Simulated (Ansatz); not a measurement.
# Ir (Iridium, Fm-3m): a volume series of phonon spectra

Aim: how the vibrations of Iridium shift with volume, and the expansion that follows.

Calculated with Ansatz 0.2.0; DFT PBEsol, scalar-relativistic, plane waves, PAW; PAW set soft_1.

The database entry behind the starting cell differs from later determinations by our own check (0.1 to 0.3 % short, probably kX units), so it need not match the best structure at ambient conditions.

## 1. The structure

The structure is cubic, space group Fm-3m (No. 225). The conventional cell has a = 3.831 Å, b = 3.831 Å, c = 3.831 Å, α = 90.00°, β = 90.00°, γ = 90.00°. Nearest to Ir lie 12 Ir at 2.71 Å.

## 2. A first coarse run

A cheap single point shows whether the cell is a metal or an insulator and how far it is from rest; that sets the k-mesh and the occupations of what follows.

Contents of input.yaml:

```yaml
crystal:
  lattice:
    - [0.0, 1.9156, 1.9156]
    - [1.9156, 0.0, 1.9156]
    - [1.9156, 1.9156, 0.0]
  atoms:
    - { symbol: Ir, position: [0.0, 0.0, 0.0] }
kpoints:
  mp_grid: { grid: [8, 8, 8] }
hamiltonian:
  xc: pbesol
  pseudopotentials: { kind: paw, azcp: { folder: soft_1 }, xc_functional: pbe }
scf:
  occupations: { method: gaussian, width: 0.1 }
  lower_state_search: "off"
output:
  forces: true
  stress: true
  eigenvalues: true
```

Run with:

```console
$ ansatz run input.yaml --threads 8 --pin off --max-ram 16384MiB --backend cpu --events-out ev --progress --plain --runs-dir out
```

Numbers of over 12 decimals in the logs are rounded to 6 here.

The log of the run:

```text
Engine: ansatz 0.2.0, aarch64-unknown-linux-gnu
Pseudopotentials: kind: paw
Pseudopotential: Ir, paw, valence charge 17, recommended cutoff 420 eV (normal), soft_1/Ir.paw.azcp
Functional definition: PBEsol
  exchange = pbesol_x
  correlation = pbesol_c
Crystal: 1 atoms, lattice volume = 14.059 Å³
Basis set: ecut = 420 eV, 283 PW (Γ), exchange–correlation on 40×40×40 points (8 copies of the dense FFT grid, shifted against one another)
Bands: 13, of which v1, the nominal top of the filled ones, is band 9 counted from 1 (8 counted from 0)
Symmetry: 48 space group operations
Space group: Fm-3m (ITA 225), of the structure as read, at distance tolerance 2.4e-5 Å
k-points: 29 of 512
Non-local potential: Ir, projectors of the file, l = 0: 3, l = 1: 2, l = 2: 2, l = 3: 1
PAW form: soft (Blöchl's): semilocal exchange-correlation on the pseudo side does not see the compensation charge
PAW frozen core: Ir, regenerated for the run's functional, and the local potential with it (the file was generated under x = pbe(κ = 0.804, μ = 0.219515), c = pbe(β = 0.066725))
PAW one-centre angular grid: Ir, 590 points (default); XC on 64 Gauss nodes
Initial density: superposition of atomic densities (chi_scale 0.1, normalization cell)
Initial wavefunctions: pseudopotential atomic-orbital guess
Functional: x = pbesol(κ = 0.804, μ = 0.123457), c = pbesol(β = 0.046)
SCF iter   1: F=—  HF=-11800.476717 eV  |F-HF|=—  |Δ(HF+E_count)|=         —  Δρ=5.56e-2  dr2=2.95e-1  ethr=3.10e-3  ⟨swp⟩=5.0  Hψ=1931  notcnv=0
preconditioner: auto → none  [metal: Δε(μ)=0.059 eV  Ē_g=14.268 eV  σ=0.100 eV  W_gap=0.30  n_scr=0 (ndim 8)  ℏωp=29.7 eV  f_vac=0.000  D(μ)=1.83/eV (n_scr^D=26)]
SCF iter   2: F=—  HF=-11800.373930 eV  |F-HF|=—  |Δ(HF+E_count)|=   1.03e-1  Δρ=1.84e-2  dr2=9.74e-3  ethr=1.73e-3  ⟨swp⟩=2.5  Hψ=805  notcnv=0  defer=12
SCF iter   3: F=—  HF=-11800.370706 eV  |F-HF|=—  |Δ(HF+E_count)|=   3.22e-3  Δρ=8.36e-3  dr2=2.06e-3  ethr=5.73e-5  ⟨swp⟩=1.3  Hψ=431  notcnv=0  defer=12
SCF iter   4: F=—  HF=-11800.369949 eV  |F-HF|=—  |Δ(HF+E_count)|=   7.57e-4  Δρ=2.19e-4  dr2=2.55e-6  ethr=1.21e-5  ⟨swp⟩=1.0  Hψ=365  notcnv=0  defer=12
SCF iter   5: F=—  HF=-11800.369945 eV  |F-HF|=—  |Δ(HF+E_count)|=   4.34e-6  Δρ=4.13e-5  dr2=1.59e-7  ethr=5.88e-10  ⟨swp⟩=7.6  Hψ=1989  notcnv=0
SCF iter   6: F=-11800.369944 eV  HF=-11800.369944 eV  |F-HF|=6.55e-11  |Δ(HF+E_count)|=   5.56e-8  Δρ=1.96e-6  dr2=1.14e-10  ethr=5.88e-10  ⟨swp⟩=4.6  Hψ=1415  notcnv=0
SCF 1 converged in 6 iterations: F = -11800.369944 eV  dr2 = 1.14e-10
  greatest PAW one-centre occupation: 1.000 electrons in one spin orbital (limit 2), on the Ir atom at site 0 (counted from 0), in its partial waves of l = 0
SCF converged after 6 iterations
Free energy (F): -11800.369944 eV
Harris-Foulkes:  -11800.369944 eV  (|F-HF|=6.55e-11)
Internal energy: -11800.360867 eV  (E = F + TS)
E sigma→0 (E₀):  -11800.365406 eV
Entropy (-TS):   -0.009077 eV (-9.077 meV/atom)
Fermi energy:    25.888953 eV
--- Per-component energies (eV) ---
  E_band       = -82.837341
  E_kinetic    = 540.562476
  E_local      = -1092.937519  (includes V_loc(G=0)·N_el)
  E_nonlocal   = 193.108039
  E_hartree    = 408.052032
  E_xc         = -229.352399
  E_vxc        = -256.799632  (∫ρ·V_xc dr)
  E_paw        = -9129.991832  (= ΣΔE_a)
  E_vpaw       = -282.875191  (= ΣTr[D̂ρ^β])
  E_aug_tail   = 0.000362  (compensation charges beyond the density's cutoff)
  E_ewald      = -2490.067375
  E_core_change = 0.265348  (= ΣΔE_core)
  E_smearing   = -0.009077  (= −TS)
  E_closure    = -0.000000  (closes the sum)
  Σ components = -11800.369944   (vs F -11800.369944, Δ=0.00e0)
--- Forces (eV/Å), atoms counted from 1 ---
  atom   1  Ir     0.00000000     0.00000000    -0.00000000
  max |Σ_I F_I| component: 1.28e-32 eV/Å
--- Stress (GPa, compression-positive) ---
        1.146167       0.000000       0.000000
        0.000000       1.146167      -0.000000
       -0.000000       0.000000       1.146167
  P = ⅓ Tr σ = 1.1462 GPa (11.462 kbar)
--- Band table (eV; the first three rows and the last of 29) ---
  k-point 0: bands = [... 5 lower, 21.8900, 21.8900, 21.8900, 24.6497, 24.6497, 39.3739, 44.9262, 44.9262]
  k-point 1: bands = [... 5 lower, 21.5614, 22.1569, 22.1569, 24.5005, 24.5005, 40.4956, 42.5896, 46.0714]
  k-point 2: bands = [... 5 lower, 21.3644, 22.3435, 22.3435, 24.8185, 24.8185, 39.2660, 42.0992, 49.0042]
  k-point 28: bands = [... 5 lower, 20.8835, 20.8835, 24.0086, 27.3509, 33.9878, 34.8723, 34.8723, 39.1921]
```

Wall time 0.26 s (8 threads of Arm Neoverse V2, shared host); peak memory 0.25 GiB; 0.68 s of CPU time.

The column dr2 measures how far the density is from self-consistency, as an energy; F and HF (Harris–Foulkes) agree once it is small.

This step gave:

| Property | Result |
| --- | --- |
| pressure | 1.146 GPa |
| volume per atom | 14.06 Å³/atom |
| gap on the k-mesh | 0 eV |

The start is under 1.1 GPa at this level and looks like a metal on this mesh.

## 3. Relaxation

The vibrations must be taken about the equilibrium of this functional, not about the starting cell, so the structure is relaxed.

input.yaml, the sections that differ from step 2:

```yaml
kpoints:
  mp_grid: { grid: [18, 18, 18] }
output:
  forces: true
  stress: true
  eigenvalues: true
  write_density: true
  write_potential: true
  elf: true
  volumetric_format: npy
relax:
  adjacent_minimum: "off"
  f_tol: 0.005
  max_steps: 80
  cell: { stress_tol: 0.05 }
# crystal, hamiltonian, scf: as in step 2
```

The log of the run:

```text
[...]
Crystal: 1 atoms, lattice volume = 14.059 Å³
Basis set: ecut = 420 eV, 283 PW (Γ), exchange–correlation on 40×40×40 points (8 copies of the dense FFT grid, shifted against one another)
Bands: 13, of which v1, the nominal top of the filled ones, is band 9 counted from 1 (8 counted from 0)
Symmetry: 48 space group operations
[...]
k-points: 195 of 5832
[...]
SCF iter   1: F=—  HF=-11800.553817 eV  |F-HF|=—  |Δ(HF+E_count)|=         —  Δρ=5.26e-2  dr2=2.90e-1  ethr=3.10e-3  ⟨swp⟩=5.0  Hψ=13052  notcnv=0
[...]
SCF iter   6: F=-11800.448027 eV  HF=-11800.448027 eV  |F-HF|=2.18e-11  |Δ(HF+E_count)|=   3.04e-8  Δρ=1.72e-6  dr2=1.45e-10  ethr=5.32e-10  ⟨swp⟩=5.0  Hψ=13530  notcnv=0
SCF 1 converged in 6 iterations: F = -11800.448027 eV  dr2 = 1.45e-10
[...]
relax step   1: F+E_penalty+E_count = -11800.44802664 eV  Δ(F+E_penalty+E_count) = +0.000e0 eV  max|allowed force component| = 0.000e0 eV/Å  Δτ_max = 0.0000 Å  P = -0.342 GPa  Ω = 14.059 Å³  (6 SCF iters, dr2 threshold 1.00e-7 eV, accepted)
Crystal: 1 atoms, lattice volume = 14.024 Å³
[...]
iter 1 solved again at ethr=3.42e-9 eV; its pass at ethr=3.10e-3 eV (dr2=5.81e-7 eV) is discarded
[...]
SCF iter   2: F=-11800.448014 eV  HF=-11800.448014 eV  |F-HF|=5.96e-8  |Δ(HF+E_count)|=   1.51e-7  Δρ=4.21e-5  dr2=6.55e-8  ethr=5.88e-10  ⟨swp⟩=5.5  Hψ=13719  notcnv=0
SCF 2 converged in 2 iterations: F = -11800.448014 eV  dr2 = 6.55e-8
relax step   2: F+E_penalty+E_count = -11800.44801380 eV  Δ(F+E_penalty+E_count) = +1.284e-5 eV  max|allowed force component| = 0.000e0 eV/Å  Δτ_max = 0.0000 Å  P = +0.617 GPa  Ω = 14.024 Å³  energy of the carried Pulay correction = +1.658e-5 eV  (2 SCF iters, dr2 threshold 1.00e-7 eV, rejected (line search))
Crystal: 1 atoms, lattice volume = 14.046 Å³
[...]
SCF iter   4: F=-11800.448046 eV  HF=-11800.448046 eV  |F-HF|=7.28e-12  |Δ(HF+E_count)|=  2.93e-10  Δρ=2.01e-7  dr2=1.22e-12  ethr=1.00e-12  ⟨swp⟩=4.0  Hψ=10883  notcnv=0
SCF 3 converged in 4 iterations: F = -11800.448046 eV  dr2 = 1.22e-12
relax step   3: F+E_penalty+E_count = -11800.44804589 eV  Δ(F+E_penalty+E_count) = -1.924e-5 eV  max|allowed force component| = 0.000e0 eV/Å  Δτ_max = 0.0000 Å  P = -0.001 GPa  Ω = 14.046 Å³  energy of the carried Pulay correction = +5.919e-6 eV  (4 SCF iters, accepted)
[...]
SCF iter   1: F=—  HF=-11800.448039 eV  |F-HF|=—  |Δ(HF+E_count)|=         —  Δρ=2.40e-6  dr2=1.52e-10  ethr=1.00e-7  ⟨swp⟩=3.0  Hψ=19847  notcnv=0
eigensolver tolerance schedule: the retry pair's looser diagonalisation over-reported the residual by 112307.97 of it (diagonalisation noise at an unbounded share of the residual, at the tolerance the schedule requests for it); recorded, not acted on — ethr = c·dr2/N_el stays at c = 1.0e-1
SCF iter   2: F=—  HF=-11800.448039 eV  |F-HF|=—  |Δ(HF+E_count)|=   5.04e-8  Δρ=1.20e-6  dr2=3.60e-11  ethr=1.00e-12  ⟨swp⟩=3.0  Hψ=4984  notcnv=0
SCF iter   3: F=-11800.448039 eV  HF=-11800.448039 eV  |F-HF|=5.46e-12  |Δ(HF+E_count)|=  1.09e-11  Δρ=4.15e-7  dr2=4.72e-12  ethr=1.00e-12  ⟨swp⟩=5.8  Hψ=11405  notcnv=0
SCF 4 converged in 3 iterations: F = -11800.448039 eV  dr2 = 4.72e-12
relax step   4: F+E_penalty+E_count = -11800.44803943 eV  Δ(F+E_penalty+E_count) = +6.459e-6 eV  max|allowed force component| = 0.000e0 eV/Å  Δτ_max = 0.0000 Å  P = -0.001 GPa  Ω = 14.046 Å³  stress off target by 9.64e-4 GPa  SCF on the basis re-selected at this cell (its energy is not comparable with the rows above)  (3 SCF iters)
basis re-selected at this cell: Δ(F+E_penalty+E_count) = +6.459e-6 eV, ΔP = +0.000 GPa vs the last step (what re-selecting the basis moved, of the pressure what is left beyond the Pulay correction that the steps carried, after the strain that the cell walked since its last selection, with what the two solves' SCF thresholds leave and, on support functions, any second-order correction that the steps lacked; it is no measure of the basis error at this ecutwfc). This SCF's stress stands 9.64e-4 GPa from its target on what of the cell is left free (relax.cell.stress_tol is 5.00e-2 GPa) and its largest allowed force component is 0.00e0 eV/Å (relax.f_tol is 5.00e-3 eV/Å): [rest of the remark cut]
SCF converged after 3 iterations
Free energy (F): -11800.448039 eV
[...]
Internal energy: -11800.443062 eV  (E = F + TS)
E sigma→0 (E₀):  -11800.445551 eV
Entropy (-TS):   -0.004977 eV (-4.977 meV/atom)
Fermi energy:    25.901739 eV
[...]
--- Stress (GPa, compression-positive) ---
       -0.000964      -0.000000       0.000000
       -0.000000      -0.000964       0.000000
        0.000000       0.000000      -0.000964
  P = ⅓ Tr σ = -0.0010 GPa (-0.010 kbar)
--- Band table (eV; the first three rows and the last of 195) ---
  k-point 0: bands = [... 5 lower, 21.9156, 21.9156, 21.9156, 24.6648, 24.6648, 39.4151, 44.9496, 44.9496]
  k-point 1: bands = [... 5 lower, 21.8395, 21.9762, 21.9762, 24.6242, 24.6242, 39.6581, 44.2959, 45.1824]
  k-point 2: bands = [... 5 lower, 21.6445, 22.1352, 22.1352, 24.5351, 24.5351, 40.3264, 42.9656, 45.8619]
  k-point 194: bands = [... 5 lower, 20.4008, 21.4707, 24.1329, 27.3832, 34.0485, 34.2275, 35.5082, 39.2058]
--- Relaxed structure (3 steps of the walk, 2 accepted, 1 SCFs on fresh bases) ---
  F+E_penalty+E_count = -11800.44803943 eV   max|allowed force component| = 0.000e0 eV/Å   (the final SCF, on the basis selected at the relaxed cell)
  cell:  # Å, volume = 14.0463 Å³
    - [0.0, 1.915036, 1.915036]
    - [1.915036, 0, 1.915036]
    - [1.915036, 1.915036, 0]
  atoms:
    - { symbol: Ir, position: [0.0, 0.0, 0.0] }
```

It took 1.4 s on 8 threads; peak memory 0.32 GiB; 8.3 s of CPU time.

Little changed from the start: no atom moved by 0.005 Å and no cell edge by 0.1 %.

Numbers from this step:

| Property | Result |
| --- | --- |
| pressure | -9.64e-4 GPa |
| volume per atom | 14.05 Å³/atom |

Valence density in the ac plane of the conventional cell at fractional y = 0.000, with atoms of Ir within 0.2 Å of it. It is the smooth field of the valence electrons, not physical close to the nuclei.

Ten even steps from '0' (0.2 e/Å³) to '9' (9.7 e/Å³), each cell a mean:
```
97410000000258
64200000000135
21000000000012
00000011000000
00000244310000
00001478630000
00002699841000
00002589741000
00001356420000
00000122100000
10000000000001
43100000000024
86300000000147
98410000000269
```
Columns run along a (3.8 Å), rows up along c (3.8 Å), edges of the conventional cell, whose origin can differ from the input's. Atoms in or near the plane, at fractional coordinates: Ir at (0.00, 0.00), Ir at (0.50, 0.50).

Electrostatic potential energy in the ac plane of the conventional cell at fractional y = 0.000, with atoms of Ir within 0.2 Å of it. With pseudopotentials it is smooth inside the atoms' cores, unlike the true potential.

Ten even steps from '0' (-54 eV) to '9' (28 eV), each cell a mean:
```
00369999998520
12589999998632
45789999999865
88998866789988
99997532368999
99985200137999
99984100026999
99985200036999
99986321258999
99998654578999
67899888899886
23689999999753
01379999998520
00269999998410
```
Columns run along a (3.8 Å; values clipped at the 3rd and 97th percentile), rows up along c (3.8 Å), edges of the conventional cell, whose origin can differ from the input's. Atoms in or near the plane, at fractional coordinates: Ir at (0.00, 0.00), Ir at (0.50, 0.50).

ELF in the ac plane of the conventional cell at fractional y = 0.000, with atoms of Ir within 0.2 Å of it. It is the smooth field of the valence electrons, not physical close to the nuclei.

Ten even steps from '0' (0.16) to '9' (0.58), each cell a mean:
```
89952100123798
99743211123589
86433322234457
33343456544433
12334799864322
01236999985211
00138986996210
01237988995210
11235899974321
22344578643332
65444333334345
98643221233479
99852110123699
69962100013898
```
Columns run along a (3.8 Å), rows up along c (3.8 Å), edges of the conventional cell, whose origin can differ from the input's. Atoms in or near the plane, at fractional coordinates: Ir at (0.00, 0.00), Ir at (0.50, 0.50).

[end of part 1 of 4]

[Logs are printed without paths, hosts, clocks, repeated set-up lines and the standing remarks that a program may print on its own settings, such as how far it seeks lower states.]

[Hosts, paths, dates, database ids (printed as entryN), source tags and the programs' standing remarks are cut or masked in the printed files.]

[A step with changed settings may run another functional than the one named; its input shows which.]

[Of the runs on displaced cells, only some may be shown.]
